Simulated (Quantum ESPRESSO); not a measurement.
## CoSn: parallel and opposed starts

Wanted: the moments of CoSn and the energy of each order that was tried.

Method: PBE; plane waves with GBRV 1.5 PBE potentials, no spin-orbit coupling, in Quantum ESPRESSO 7.5.

Report form: the programs' logs are mostly left out.

## (1) Starting point

The structure is hexagonal, space group P6/mmm (No. 191). The conventional cell has a = 5.246 Å, b = 5.246 Å, c = 4.188 Å, α = 90.00°, β = 90.00°, γ = 120.00°. Nearest to Co lie 6 Sn at 2.58 to 2.62 Å and 4 Co at 2.62 Å. Nearest to Sn lie 6 Co at 2.58 Å. Sn has 6 Co at 2.62 Å nearest. Farther neighbours are not listed.

Coordinates:

```cif
data_structure
_symmetry_space_group_name_H-M 'P6/mmm'
_symmetry_Int_Tables_number 191
_cell_length_a 5.2460
_cell_length_b 5.2460
_cell_length_c 4.1876
_cell_angle_alpha 90.000
_cell_angle_beta 90.000
_cell_angle_gamma 120.000
_cell_volume 99.81
loop_
_atom_site_label
_atom_site_type_symbol
_atom_site_symmetry_multiplicity
_atom_site_Wyckoff_symbol
_atom_site_fract_x
_atom_site_fract_y
_atom_site_fract_z
_atom_site_occupancy
Co1 Co 3 f 0.00000 0.50000 0.00000 1
Sn1 Sn 2 d 0.66667 0.33333 0.50000 1
Sn2 Sn 1 a 0.00000 0.00000 0.00000 1
```

The cell comes from Materials Project 2023-11-01, a database of computed structures, and need not be the stable phase.

## (2) Start 1: ferro +++

The signs are those of the starting moments on the seeded atoms, the atoms that are given a moment.

pw.in reads:

```
&CONTROL
  calculation = 'scf'
  prefix = 'pwscf'
  outdir = './tmp'
  pseudo_dir = './pseudo'
  disk_io = 'nowf'
/
&SYSTEM
  ibrav = 0
  celldm(1) = 8
  nat = 6
  ntyp = 2
  ecutwfc = 40
  ecutrho = 280
  nbnd = 62
  occupations = 'smearing'
  smearing = 'fd'
  degauss = 0.00367493
  nspin = 2
  starting_magnetization(1) = 0.1176
  starting_magnetization(2) = 0
/
&ELECTRONS
  conv_thr = 1.2d-08
  electron_maxstep = 150
  mixing_beta = 0.3
/
ATOMIC_SPECIES
Co     58.9332 co_pbe_v1.2.uspp.F.UPF
Sn    118.7100 sn_pbe_v1.4.uspp.F.UPF
CELL_PARAMETERS alat
   1.2391973377520    0.0000000000000    0.0000000000000
  -0.6195986688760    1.0731763748025    0.0000000000000
   0.0000000000000    0.0000000000000    0.9891748486424
ATOMIC_POSITIONS crystal
Co      0.0000000000    0.5000000000    0.0000000000
Co      0.5000000000    0.5000000000    0.0000000000
Co      0.5000000000    0.0000000000    0.0000000000
Sn      0.6666666700    0.3333333300    0.5000000000
Sn      0.3333333300    0.6666666700    0.5000000000
Sn      0.0000000000    0.0000000000    0.0000000000
K_POINTS automatic
8 8 8 0 0 0
```

Run with:

```
$ OMP_NUM_THREADS=1 mpirun -n 4 pw.x -nk 4 -in pw.in > pw.out
```

Elapsed: 2.4 min, on 4 MPI ranks of Arm Neoverse V1, shared host; peak memory 0.76 GiB; 9.7 min of CPU time.

The spin moment in the atom's sphere vanishes on all atoms.

Numbers from this step:

```
smearing term TS       : 0.02511 eV
magnetization          : 0 μB
absolute magnetization : 0 μB
final state            : non-magnetic
```

## (3) Run 2, typed as antiferro q=(0,0,1/2) +−+−+−

This order needs a doubled cell of 12 atoms. The wavevector q is in fractions of the reciprocal vectors of the crystal's primitive cell, as the cells of these inputs are built from it; moments change sign between cells as cos(2π q·R).

pw.in reads:

```
&CONTROL
  calculation = 'scf'
  prefix = 'pwscf'
  outdir = './tmp'
  pseudo_dir = './pseudo'
  disk_io = 'nowf'
/
&SYSTEM
  ibrav = 0
  celldm(1) = 8
  nat = 12
  ntyp = 3
  ecutwfc = 40
  ecutrho = 280
  nbnd = 113
  occupations = 'smearing'
  smearing = 'fd'
  degauss = 0.00367493
  nspin = 2
  starting_magnetization(1) = 0.1176
  starting_magnetization(2) = -0.1176
  starting_magnetization(3) = 0
/
&ELECTRONS
  conv_thr = 2.4d-08
  electron_maxstep = 150
  mixing_beta = 0.3
/
ATOMIC_SPECIES
Co1    58.9332 co_pbe_v1.2.uspp.F.UPF
Co2    58.9332 co_pbe_v1.2.uspp.F.UPF
Sn    118.7100 sn_pbe_v1.4.uspp.F.UPF
CELL_PARAMETERS alat
   1.2391973377520    0.0000000000000    0.0000000000000
  -0.6195986688760    1.0731763748025    0.0000000000000
   0.0000000000000    0.0000000000000    1.9783496972849
ATOMIC_POSITIONS crystal
Co1     0.0000000000    0.5000000000    0.0000000000
Co2     0.0000000000    0.5000000000    0.5000000000
Co1     0.5000000000    0.5000000000    0.0000000000
Co2     0.5000000000    0.5000000000    0.5000000000
Co1     0.5000000000    0.0000000000    0.0000000000
Co2     0.5000000000    0.0000000000    0.5000000000
Sn      0.6666666700    0.3333333300    0.2500000000
Sn      0.6666666700    0.3333333300    0.7500000000
Sn      0.3333333300    0.6666666700    0.2500000000
Sn      0.3333333300    0.6666666700    0.7500000000
Sn      0.0000000000    0.0000000000    0.0000000000
Sn      0.0000000000    0.0000000000    0.5000000000
K_POINTS automatic
8 8 4 0 0 0
```

It took 8.9 min on 4 MPI ranks; peak memory 1.5 GiB.

Spin moment in the atom's sphere by atom:

| atom | spin moment in the atom's sphere (μB) |
| --- | --- |
| Co1 | 0.0002 |
| Co2 | 0.0002 |
| Co3 | 0.0002 |
| Co4 | 0.0002 |
| Co5 | 0.0002 |
| Co6 | 0.0002 |
| Sn7 | 0.0000 |
| Sn8 | 0.0000 |
| Sn9 | 0.0000 |
| Sn10 | 0.0000 |
| Sn11 | 0.0000 |
| Sn12 | 0.0000 |

This step gave:

- smearing term TS: 0.05021 eV
- magnetization: 0 μB
- absolute magnetization: 0 μB
- final state: non-magnetic

## (4) Run 3 (antiferro q=(0,1/2,0) +−+−+−)

This order needs a doubled cell of 12 atoms.

pw.in reads:

```
&CONTROL
  calculation = 'scf'
  prefix = 'pwscf'
  outdir = './tmp'
  pseudo_dir = './pseudo'
  disk_io = 'nowf'
/
&SYSTEM
  ibrav = 0
  celldm(1) = 8
  nat = 12
  ntyp = 3
  ecutwfc = 40
  ecutrho = 280
  nbnd = 113
  occupations = 'smearing'
  smearing = 'fd'
  degauss = 0.00367493
  nspin = 2
  starting_magnetization(1) = 0.1176
  starting_magnetization(2) = -0.1176
  starting_magnetization(3) = 0
/
&ELECTRONS
  conv_thr = 2.4d-08
  electron_maxstep = 150
  mixing_beta = 0.3
/
ATOMIC_SPECIES
Co1    58.9332 co_pbe_v1.2.uspp.F.UPF
Co2    58.9332 co_pbe_v1.2.uspp.F.UPF
Sn    118.7100 sn_pbe_v1.4.uspp.F.UPF
CELL_PARAMETERS alat
   1.2391973377520    0.0000000000000    0.0000000000000
  -1.2391973377520    2.1463527496051    0.0000000000000
   0.0000000000000    0.0000000000000    0.9891748486424
ATOMIC_POSITIONS crystal
Co1     0.0000000000    0.2500000000    0.0000000000
Co2     0.0000000000    0.7500000000    0.0000000000
Co1     0.5000000000    0.2500000000    0.0000000000
Co2     0.5000000000    0.7500000000    0.0000000000
Co1     0.5000000000    0.0000000000    0.0000000000
Co2     0.5000000000    0.5000000000    0.0000000000
Sn      0.6666666700    0.1666666650    0.5000000000
Sn      0.6666666700    0.6666666650    0.5000000000
Sn      0.3333333300    0.3333333350    0.5000000000
Sn      0.3333333300    0.8333333350    0.5000000000
Sn      0.0000000000    0.0000000000    0.0000000000
Sn      0.0000000000    0.5000000000    0.0000000000
K_POINTS automatic
8 4 8 0 0 0
```

The job ended after 29 min (4 MPI ranks; peak memory 2.2 GiB; 1.9 h of CPU time).

Spin moment in the atom's sphere by atom:

| atom | spin moment in the atom's sphere (μB) |
| --- | --- |
| Co1 | -0.0005 |
| Co2 | 0.0005 |
| Co3 | -0.0005 |
| Co4 | 0.0005 |
| Co5 | -0.0003 |
| Co6 | 0.0003 |
| Sn7 | 0.0000 |
| Sn8 | 0.0000 |
| Sn9 | 0.0000 |
| Sn10 | 0.0000 |
| Sn11 | 0.0000 |
| Sn12 | 0.0000 |

Numbers from this step:

| Item | Value |
| --- | --- |
| smearing term TS | 0.05022 eV |
| magnetization | 0 μB |
| absolute magnetization | 0 μB |
| final state | non-magnetic |

## (5) Run 4 (antiferro q=(0,1/2,1/2) +−+−+−)

The cell is doubled to 12 atoms to hold this order.

pw.in, as its differences from that of step 4:

```diff
@@ -35,3 +35,3 @@
   -1.2391973377520    2.1463527496051    0.0000000000000
-   0.0000000000000    0.0000000000000    0.9891748486424
+  -0.6195986688760    1.0731763748025    0.9891748486424
 ATOMIC_POSITIONS crystal
@@ -43,6 +43,6 @@
 Co2     0.5000000000    0.5000000000    0.0000000000
-Sn      0.6666666700    0.1666666650    0.5000000000
-Sn      0.6666666700    0.6666666650    0.5000000000
-Sn      0.3333333300    0.3333333350    0.5000000000
-Sn      0.3333333300    0.8333333350    0.5000000000
+Sn      0.6666666700    0.9166666650    0.5000000000
+Sn      0.6666666700    0.4166666650    0.5000000000
+Sn      0.3333333300    0.0833333350    0.5000000000
+Sn      0.3333333300    0.5833333350    0.5000000000
 Sn      0.0000000000    0.0000000000    0.0000000000
```

Run time: 29 min. Hardware: 4 MPI ranks; peak memory 2 GiB; 1.9 h of CPU time.

This step gave:

```yaml
smearing_term_ts: 0.05022 eV
magnetization: 0 μB
absolute_magnetization: 0 μB
final_state: non-magnetic
largest_moment: 0 μB
```

## (6) Start 5: no spin polarisation

pw.in reads:

```
&CONTROL
  calculation = 'scf'
  prefix = 'pwscf'
  outdir = './tmp'
  pseudo_dir = './pseudo'
  disk_io = 'nowf'
/
&SYSTEM
  ibrav = 0
  celldm(1) = 8
  nat = 6
  ntyp = 2
  ecutwfc = 40
  ecutrho = 280
  nbnd = 59
  occupations = 'smearing'
  smearing = 'fd'
  degauss = 0.00367493
/
&ELECTRONS
  conv_thr = 1.2d-08
  electron_maxstep = 150
  mixing_beta = 0.3
/
ATOMIC_SPECIES
Co     58.9332 co_pbe_v1.2.uspp.F.UPF
Sn    118.7100 sn_pbe_v1.4.uspp.F.UPF
CELL_PARAMETERS alat
   1.2391973377520    0.0000000000000    0.0000000000000
  -0.6195986688760    1.0731763748025    0.0000000000000
   0.0000000000000    0.0000000000000    0.9891748486424
ATOMIC_POSITIONS crystal
Co      0.0000000000    0.5000000000    0.0000000000
Co      0.5000000000    0.5000000000    0.0000000000
Co      0.5000000000    0.0000000000    0.0000000000
Sn      0.6666666700    0.3333333300    0.5000000000
Sn      0.3333333300    0.6666666700    0.5000000000
Sn      0.0000000000    0.0000000000    0.0000000000
K_POINTS automatic
8 8 8 0 0 0
```

Run time: 75 s. Hardware: 4 MPI ranks; peak memory 0.51 GiB.

Numbers from this step:

| Property | Result |
| --- | --- |
| smearing term TS | 0.02511 eV |
| final state | non-magnetic (no spin polarisation) |

## (7) The states side by side

An order is kept where moments of 0.15 μB or more survive with the typed signs; meshes match where a doubled cell samples the same k points as the first cell.

Orders:

| start | final state | typed order kept | energy over the lowest (meV a seeded atom) | largest site moment (μB) | net moment (μB a cell of the first run) | mesh matched | CPU time (s) |
| --- | --- | --- | --- | --- | --- | --- | --- |
| ferro +++ | non-magnetic | no | 0.05788 | 0 | 0 | yes | 580.6 |
| antiferro q=(0,0,1/2) +-+-+- | non-magnetic | no | 0.05791 | 0 | 0 | yes | 2131 |
| antiferro q=(0,1/2,0) +-+-+- | non-magnetic | no | 0.05795 | 0 | 0 | yes | 6871 |
| antiferro q=(0,1/2,1/2) +-+-+- | non-magnetic | no | 0.06143 | 0 | 0 | yes | 6856 |
| no spin polarisation | non-magnetic | - | 0 | 0 | 0 | yes | 300.3 |

## (8) What came out

```json
{
  "lowest state found": "non-magnetic (from ferro +++, antiferro q=(0,0,1/2) +-+-+-, antiferro q=(0,1/2,0) +-+-+-, antiferro q=(0,1/2,1/2) +-+-+- and no spin polarisation)",
  "largest site moment": "0 μB"
}
```

What this shows: The lowest state carries no moment, and no start kept one. Only these 5 starts were compared; other wavevectors, canted and longer-period orders were not.

[Logs and program files are shortened in this print: banners, set-up blocks, solver, clock and traceback lines can be left out without a mark of their own.]

[Logs are printed without paths, hosts, clocks, repeated set-up lines and the standing remarks that a program may print on its own settings, such as how far it seeks lower states.]

[Hosts, paths, dates, database ids (printed as entryN), source tags and the programs' standing remarks are cut or masked in the printed files.]

[Where a cell is said to come from a database of computed structures, the database is the Materials Project.]
